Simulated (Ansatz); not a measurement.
## W (Tungsten, Im-3m): phonons against volume

Wanted: mode Grüneisen parameters of W (Tungsten) and a free-energy fit over volumes.

Program: Ansatz 0.2.0. Level of theory: DFT LDA, scalar-relativistic, plane waves, PAW; PAW set soft_1. Results are calculated unless marked as measured.

### 1. Set-up

The structure is cubic, space group Im-3m (No. 229). Conventional cell: a = 3.165 Å, b = 3.165 Å, c = 3.165 Å, α = 90.00°, β = 90.00°, γ = 90.00°. Nearest to W lie 8 W at 2.74 Å.

### 2. A first coarse run

Before spending time, one coarse run tells the gap and the pressure of the starting cell.

Input file input.yaml:

```yaml
crystal:
  lattice:
    - [-1.582345, 1.582345, 1.582345]
    - [1.582345, -1.582345, 1.582345]
    - [1.582345, 1.582345, -1.582345]
  atoms:
    - { symbol: W, position: [0.0, 0.0, 0.0] }
kpoints:
  mp_grid: { grid: [8, 8, 8] }
hamiltonian:
  xc: lda
  pseudopotentials: { kind: paw, azcp: { folder: soft_1 }, xc_functional: pbe }
scf:
  occupations: { method: gaussian, width: 0.1 }
  lower_state_search: "off"
output:
  forces: true
  stress: true
  eigenvalues: true
```

Command:

```
ansatz run input.yaml --threads 8 --pin off --max-ram 16384MiB --backend cpu --events-out ev --progress --plain --runs-dir out
```

Numbers of over 12 decimals in the logs are rounded to 6 here.

The program printed:

```text
Engine: ansatz 0.2.0, aarch64-unknown-linux-gnu
Pseudopotentials: kind: paw
Pseudopotential: W, paw, valence charge 14, recommended cutoff 420 eV (normal), soft_1/W.paw.azcp
Functional definition: SPW92
  exchange = slater_x
  correlation = pw_c
Crystal: 1 atoms, lattice volume = 15.848 Å³
Basis set: ecut = 420 eV, 321 PW (Γ)
Bands: 11, of which v1, the nominal top of the filled ones, is band 7 counted from 1 (6 counted from 0)
Symmetry: 48 space group operations
Space group: Im-3m (ITA 229), of the structure as read, at distance tolerance 2.5e-5 Å
k-points: 29 of 512
Non-local potential: W, projectors of the file, l = 0: 3, l = 1: 2, l = 2: 2, l = 3: 1
PAW form: soft (Blöchl's): semilocal exchange-correlation on the pseudo side does not see the compensation charge
PAW frozen core: W, regenerated for the run's functional, and the local potential with it (the file was generated under x = pbe(κ = 0.804, μ = 0.219515), c = pbe(β = 0.066725))
PAW one-centre angular grid: W, 590 points (default); XC on 64 Gauss nodes
Initial density: superposition of atomic densities (chi_scale 0.1, normalization cell)
Initial wavefunctions: pseudopotential atomic-orbital guess
Functional: x = slater, c = lda
SCF iter   1: F=—  HF=-10130.884510 eV  |F-HF|=—  |Δ(HF+E_count)|=         —  Δρ=6.19e-2  dr2=4.97e-1  ethr=3.10e-3  ⟨swp⟩=5.0  Hψ=1662  notcnv=0
preconditioner: auto → none  [insulator: Δε(μ)=0.527 eV  Ē_g=9.234 eV  σ=0.100 eV  W_gap=1.00  n_scr=0 (ndim 8)  ℏωp=22.8 eV  f_vac=0.000  D(μ)=0.00/eV (n_scr^D=0)  ε∞_Penn≈7.1]
SCF iter   2: F=—  HF=-10130.685279 eV  |F-HF|=—  |Δ(HF+E_count)|=   1.99e-1  Δρ=2.24e-2  dr2=3.32e-2  ethr=3.10e-3  ⟨swp⟩=2.7  Hψ=740  notcnv=0  defer=4
SCF iter   3: F=—  HF=-10130.673988 eV  |F-HF|=—  |Δ(HF+E_count)|=   1.13e-2  Δρ=6.09e-3  dr2=1.80e-3  ethr=2.37e-4  ⟨swp⟩=2.6  Hψ=414  notcnv=0  defer=4
SCF iter   4: F=—  HF=-10130.673327 eV  |F-HF|=—  |Δ(HF+E_count)|=   6.61e-4  Δρ=1.83e-4  dr2=1.19e-6  ethr=1.29e-5  ⟨swp⟩=1.0  Hψ=315  notcnv=0  defer=4
SCF iter   5: F=—  HF=-10130.673332 eV  |F-HF|=—  |Δ(HF+E_count)|=   4.28e-6  Δρ=2.73e-5  dr2=3.65e-8  ethr=7.14e-10  ⟨swp⟩=6.2  Hψ=1600  notcnv=0
SCF iter   6: F=-10130.673332 eV  HF=-10130.673332 eV  |F-HF|=4.55e-11  |Δ(HF+E_count)|=   1.45e-8  Δρ=9.84e-7  dr2=8.83e-11  ethr=2.60e-10  ⟨swp⟩=2.0  Hψ=983  notcnv=0
SCF 1 converged in 6 iterations: F = -10130.673332 eV  dr2 = 8.83e-11
  greatest PAW one-centre occupation: 0.999 electrons in one spin orbital (limit 2), on the W atom at site 0 (counted from 0), in its partial waves of l = 0
SCF converged after 6 iterations
Free energy (F): -10130.673332 eV
Harris-Foulkes:  -10130.673332 eV  (|F-HF|=4.55e-11)
Internal energy: -10130.673329 eV  (E = F + TS)
E sigma→0 (E₀):  -10130.673330 eV
Entropy (-TS):   -0.000002 eV (-0.002 meV/atom)
Fermi energy:    21.826767 eV
--- Per-component energies (eV) ---
  E_band       = -88.927999
  E_kinetic    = 422.120984
  E_local      = -548.012716  (includes V_loc(G=0)·N_el)
  E_nonlocal   = -19.722206
  E_hartree    = 227.936498
  E_xc         = -265.951178
  E_vxc        = -231.598618  (∫ρ·V_xc dr)
  E_paw        = -8324.559430  (= ΣΔE_a)
  E_vpaw       = -167.588793  (= ΣTr[D̂ρ^β])
  E_aug_tail   = 0.000146  (compensation charges beyond the density's cutoff)
  E_ewald      = -1622.768677
  E_core_change = 0.283249  (= ΣΔE_core)
  E_smearing   = -0.000002  (= −TS)
  E_closure    = 0.000000  (closes the sum)
  Σ components = -10130.673332   (vs F -10130.673332, Δ=0.00e0)
--- Forces (eV/Å), atoms counted from 1 ---
  atom   1  W     -0.00000000    -0.00000000    -0.00000000
  max |Σ_I F_I| component: 5.42e-31 eV/Å
--- Stress (GPa, compression-positive) ---
       -8.234515       0.000000       0.000000
        0.000000      -8.234515      -0.000000
        0.000000      -0.000000      -8.234515
  P = ⅓ Tr σ = -8.2345 GPa (-82.345 kbar)
--- Band table (eV; the first three rows and the last of 29) ---
  k-point 0: bands = [... 3 lower, -15.6076, 12.4727, 20.8063, 20.8063, 20.8063, 24.2477, 24.2477, 36.6720]
  k-point 1: bands = [... 3 lower, -15.6086, 13.2062, 20.3845, 20.6684, 21.5336, 23.7171, 24.2682, 37.2073]
  k-point 2: bands = [... 3 lower, -15.6112, 14.8926, 19.5060, 20.2204, 23.5836, 23.6403, 24.4469, 36.8894]
  k-point 28: bands = [... 3 lower, -16.5170, 16.2229, 16.2229, 27.2116, 27.2116, 27.2116, 30.3925, 30.3925]
```

Wall time 0.81 s (8 threads of Arm Neoverse V1, shared host); peak memory 0.24 GiB; 1.2 s of CPU time.

Reading the cycles: dr2 is the Hartree energy of the density residual (eV), the measure of convergence; HF is the Harris–Foulkes estimate of the energy, which meets the free energy F at convergence.

Numbers from this step:

- pressure: -8.235 GPa
- volume per atom: 15.85 Å³/atom
- gap on the k-mesh: 0 eV

The start is under -8.2 GPa at this level and looks like a metal on this mesh.

### 3. A loose first relaxation

The start is far from rest, so a relaxation with loose thresholds first brings it near the minimum.

Changes to input.yaml since step 2:

```diff
@@ -19 +19,6 @@
   eigenvalues: true
+relax:
+  adjacent_minimum: "off"
+  f_tol: 0.05
+  max_steps: 80
+  cell: { stress_tol: 0.5 }
```

The program printed:

```text
[...]
Crystal: 1 atoms, lattice volume = 15.848 Å³
Basis set: ecut = 420 eV, 321 PW (Γ)
Bands: 11, of which v1, the nominal top of the filled ones, is band 7 counted from 1 (6 counted from 0)
Symmetry: 48 space group operations
[...]
k-points: 29 of 512
[...]
SCF iter   1: F=—  HF=-10130.884510 eV  |F-HF|=—  |Δ(HF+E_count)|=         —  Δρ=6.19e-2  dr2=4.97e-1  ethr=3.10e-3  ⟨swp⟩=5.0  Hψ=1662  notcnv=0
[...]
SCF iter   6: F=-10130.673332 eV  HF=-10130.673332 eV  |F-HF|=4.55e-11  |Δ(HF+E_count)|=   1.45e-8  Δρ=9.84e-7  dr2=8.83e-11  ethr=2.60e-10  ⟨swp⟩=2.0  Hψ=983  notcnv=0
SCF 1 converged in 6 iterations: F = -10130.673332 eV  dr2 = 8.83e-11
[...]
relax step   1: F+E_penalty+E_count = -10130.67333164 eV  Δ(F+E_penalty+E_count) = +0.000e0 eV  max|allowed force component| = 0.000e0 eV/Å  Δτ_max = 0.0000 Å  P = -8.235 GPa  Ω = 15.848 Å³  (6 SCF iters, dr2 threshold 1.00e-7 eV, accepted)
Crystal: 1 atoms, lattice volume = 14.358 Å³
[...]
iter 1 solved again at ethr=3.08e-6 eV; its pass at ethr=3.10e-3 eV (dr2=4.32e-4 eV) is discarded
[...]
SCF iter   5: F=-10130.590944 eV  HF=-10130.590944 eV  |F-HF|=1.82e-11  |Δ(HF+E_count)|=   3.25e-9  Δρ=1.10e-6  dr2=5.26e-11  ethr=4.67e-11  ⟨swp⟩=1.2  Hψ=974  notcnv=0
SCF 2 converged in 5 iterations: F = -10130.590944 eV  dr2 = 5.26e-11
relax step   2: F+E_penalty+E_count = -10130.59094399 eV  Δ(F+E_penalty+E_count) = +8.239e-2 eV  max|allowed force component| = 0.000e0 eV/Å  Δτ_max = 0.0000 Å  P = +29.240 GPa  Ω = 14.358 Å³  energy of the carried Pulay correction = +5.236e-4 eV  (5 SCF iters, dr2 threshold 1.00e-7 eV, rejected (line search))
Crystal: 1 atoms, lattice volume = 15.494 Å³
[...]
SCF iter   5: F=-10130.683783 eV  HF=-10130.683783 eV  |F-HF|=1.46e-11  |Δ(HF+E_count)|=   1.74e-9  Δρ=5.82e-7  dr2=2.01e-11  ethr=7.14e-12  ⟨swp⟩=3.9  Hψ=939  notcnv=0
SCF 3 converged in 5 iterations: F = -10130.683783 eV  dr2 = 2.01e-11
relax step   3: F+E_penalty+E_count = -10130.68378321 eV  Δ(F+E_penalty+E_count) = -1.045e-2 eV  max|allowed force component| = 0.000e0 eV/Å  Δτ_max = 0.0000 Å  P = -0.994 GPa  Ω = 15.494 Å³  energy of the carried Pulay correction = +1.196e-4 eV  (5 SCF iters, accepted)
[...]
relax step   4: F+E_penalty+E_count = -10130.68393985 eV  Δ(F+E_penalty+E_count) = -1.566e-4 eV  max|allowed force component| = 0.000e0 eV/Å  Δτ_max = 0.0000 Å  P = +0.012 GPa  Ω = 15.449 Å³  energy of the carried Pulay correction = +1.354e-4 eV  (3 SCF iters, dr2 threshold 1.00e-7 eV, accepted)
[...]
SCF iter   3: F=-10130.683817 eV  HF=-10130.683817 eV  |F-HF|=2.91e-11  |Δ(HF+E_count)|=   1.60e-9  Δρ=1.27e-6  dr2=7.96e-11  ethr=7.14e-12  ⟨swp⟩=2.5  Hψ=1065  notcnv=0
SCF 5 converged in 3 iterations: F = -10130.683817 eV  dr2 = 7.96e-11
relax step   5: F+E_penalty+E_count = -10130.68381749 eV  Δ(F+E_penalty+E_count) = +1.224e-4 eV  max|allowed force component| = 0.000e0 eV/Å  Δτ_max = 0.0000 Å  P = +0.009 GPa  Ω = 15.449 Å³  stress off target by 8.57e-3 GPa  SCF on the basis re-selected at this cell (its energy is not comparable with the rows above)  (3 SCF iters)
basis re-selected at this cell: Δ(F+E_penalty+E_count) = +1.224e-4 eV, ΔP = -0.003 GPa vs the last step (what re-selecting the basis moved, of the pressure what is left beyond the Pulay correction that the steps carried, after the strain that the cell walked since its last selection, with what the two solves' SCF thresholds leave and, on support functions, any second-order correction that the steps lacked; it is no measure of the basis error at this ecutwfc). This SCF's stress stands 8.57e-3 GPa from its target on what of the cell is left free (relax.cell.stress_tol is 5.00e-1 GPa) and its largest allowed force component is 0.00e0 eV/Å (relax.f_tol is 5.00e-2 eV/Å): [rest of the remark cut]
SCF converged after 3 iterations
Free energy (F): -10130.683817 eV
[...]
Internal energy: -10130.683815 eV  (E = F + TS)
E sigma→0 (E₀):  -10130.683816 eV
Entropy (-TS):   -0.000002 eV (-0.002 meV/atom)
Fermi energy:    22.461506 eV
[...]
--- Stress (GPa, compression-positive) ---
        0.008570       0.000000       0.000000
        0.000000       0.008570      -0.000000
       -0.000000       0.000000       0.008570
  P = ⅓ Tr σ = 0.0086 GPa (0.086 kbar)
--- Band table (eV; the first three rows and the last of 29) ---
  k-point 0: bands = [... 3 lower, -14.8880, 12.9852, 21.4115, 21.4115, 21.4115, 24.9590, 24.9590, 37.3816]
  k-point 1: bands = [... 3 lower, -14.8892, 13.7409, 20.9731, 21.2680, 22.1642, 24.4041, 24.9790, 37.9456]
  k-point 2: bands = [... 3 lower, -14.8924, 15.4542, 20.0631, 20.8191, 24.2860, 24.3344, 25.1649, 37.6838]
  k-point 28: bands = [... 3 lower, -15.8726, 16.6662, 16.6662, 28.0484, 28.0484, 28.0484, 31.2551, 31.2551]
--- Relaxed structure (4 steps of the walk, 3 accepted, 1 SCFs on fresh bases) ---
  F+E_penalty+E_count = -10130.68381749 eV   max|allowed force component| = 0.000e0 eV/Å   (the final SCF, on the basis selected at the relaxed cell)
  cell:  # Å, volume = 15.4486 Å³
    - [-1.568952, 1.568952, 1.568952]
    - [1.568952, -1.568952, 1.568952]
    - [1.568952, 1.568952, -1.568952]
  atoms:
    - { symbol: W, position: [0.0, 0.0, 0.0] }
```

It took 0.72 s on 8 threads; peak memory 0.26 GiB; 2.8 s of CPU time.

Relaxation path:

```tsv
step	energy less that of the first step (eV)	largest force component (eV/Å)	pressure (GPa)	volume (Å³)
1	0.0000	0.0000	-8.23	15.85
2	0.0824	0.0000	29.24	14.36
3	-0.0105	0.0000	-0.99	15.49
4	-0.0106	0.0000	0.01	15.45
5*	-0.0105	0.0000	0.01	15.45
```

Relaxation steps marked * repeat the geometry before them on a plane-wave basis chosen anew for their cell, so energy and pressure can jump there. Relaxation step 2 was tried and not accepted.

```tsv
conventional cell, symmetrised	before	after	change
a (Å)	3.165	3.138	-0.8 %
b (Å)	3.165	3.138	-0.8 %
c (Å)	3.165	3.138	-0.8 %
volume (Å³/atom)	15.85	15.45	-2.5 %
```

The relaxed structure:

```
W
1.0
    -1.56895    1.56895    1.56895
     1.56895   -1.56895    1.56895
     1.56895    1.56895   -1.56895
W
1
Direct
  0.00000 0.00000 0.00000
```

This step gave:

```yaml
pressure: 0.008570 GPa
volume_per_atom: 15.45 Å³/atom
```

The relaxation ends with a pressure of 0.01 GPa.

### 4. Relaxation

The vibrations must be taken about the equilibrium of this functional, not about the starting cell, so the structure is relaxed.

input.yaml, the sections that differ from step 3:

```yaml
crystal:
  lattice:
    - [-1.5689519599, 1.5689519599, 1.5689519599]
    - [1.5689519599, -1.5689519599, 1.5689519599]
    - [1.5689519599, 1.5689519599, -1.5689519599]
  atoms:
    - { symbol: W, position: [0.0, 0.0, 0.0] }
kpoints:
  mp_grid: { grid: [18, 18, 18] }
relax:
  adjacent_minimum: "off"
  f_tol: 0.005
  max_steps: 80
  cell: { stress_tol: 0.05 }
# hamiltonian, scf, output: as in step 3
```

The program printed:

```text
[...]
Crystal: 1 atoms, lattice volume = 15.449 Å³
Basis set: ecut = 420 eV, 321 PW (Γ)
Bands: 11, of which v1, the nominal top of the filled ones, is band 7 counted from 1 (6 counted from 0)
Symmetry: 48 space group operations
[...]
k-points: 195 of 5832
[...]
k-point 194: bands = [... 3 lower, -15.8252, 16.6982, 16.6982, 28.1059, 28.1059, 28.1059, 31.3121, 31.3121]
--- Relaxed structure (3 steps of the walk, 2 accepted, 1 SCFs on fresh bases) ---
[...]
cell:  # Å, volume = 15.4228 Å³
    - [-1.568078, 1.568078, 1.568078]
    - [1.568078, -1.568078, 1.568078]
    - [1.568078, 1.568078, -1.568078]
  atoms:
    - { symbol: W, position: [0.0, 0.0, 0.0] }
[key lines of the parts left out:]
SCF converged after 3 iterations
Free energy (F): -10130.682863 eV
Fermi energy:    22.751177 eV
P = ⅓ Tr σ = -0.0036 GPa (-0.036 kbar)
```

It took 1.5 s on 8 threads; peak memory 0.32 GiB; 8.7 s of CPU time.

Little changed from the start: no atom moved by 0.005 Å and no cell edge by 0.1 %.

This step gave:

```yaml
pressure: -0.003571 GPa
volume_per_atom: 15.42 Å³/atom
```

### 5. Tight relaxation

The thresholds are tightened for a last relaxation ahead of the phonons, and where mesh or smearing change with them the cell follows.

input.yaml, the sections that differ from step 4:

```yaml
crystal:
  lattice:
    - [-1.5680778641, 1.5680778641, 1.5680778641]
    - [1.5680778641, -1.5680778641, 1.5680778641]
    - [1.5680778641, 1.5680778641, -1.5680778641]
  atoms:
    - { symbol: W, position: [0.0, 0.0, 0.0] }
kpoints:
  mp_grid: { grid: [20, 20, 20] }
scf:
  occupations: { method: methfessel_paxton, width: 0.2 }
  lower_state_search: "off"
relax:
  adjacent_minimum: "off"
  f_tol: 0.001
  max_steps: 60
  cell: { stress_tol: 0.01 }
# hamiltonian, output: as in step 4
```

The program printed:

```text
[...]
Crystal: 1 atoms, lattice volume = 15.423 Å³
Basis set: ecut = 420 eV, 321 PW (Γ)
Bands: 11, of which v1, the nominal top of the filled ones, is band 7 counted from 1 (6 counted from 0)
Symmetry: 48 space group operations
[...]
k-points: 256 of 8000
[...]
k-point 255: bands = [... 3 lower, -15.8218, 16.7042, 16.7042, 28.1130, 28.1130, 28.1130, 31.3241, 31.3241]
--- Relaxed structure (3 steps of the walk, 2 accepted, 1 SCFs on fresh bases) ---
[...]
cell:  # Å, volume = 15.4170 Å³
    - [-1.567881, 1.567881, 1.567881]
    - [1.567881, -1.567881, 1.567881]
    - [1.567881, 1.567881, -1.567881]
  atoms:
    - { symbol: W, position: [0.0, 0.0, 0.0] }
[key lines of the parts left out:]
SCF converged after 3 iterations
Free energy (F): -10130.689502 eV
Fermi energy:    22.835100 eV
P = ⅓ Tr σ = -0.0005 GPa (-0.005 kbar)
```

The job ended after 1.9 s (8 threads; peak memory 0.33 GiB).

Little changed from the start: no atom moved by 0.005 Å and no cell edge by 0.1 %.

Numbers from this step:

| Quantity | Value |
| --- | --- |
| pressure | -4.97e-4 GPa |

The residual pressure is -5.0e-4 GPa, small enough for phonons.

(Continued in part 2 of 3.)

[Logs are printed without paths, hosts, clocks, repeated set-up lines and the standing remarks that a program may print on its own settings, such as how far it seeks lower states.]

[Hosts, paths, dates, database ids (printed as entryN), source tags and the programs' standing remarks are cut or masked in the printed files.]

[A step with changed settings may run another functional than the one named; its input shows which.]

[Of the runs on displaced cells, only some may be shown.]
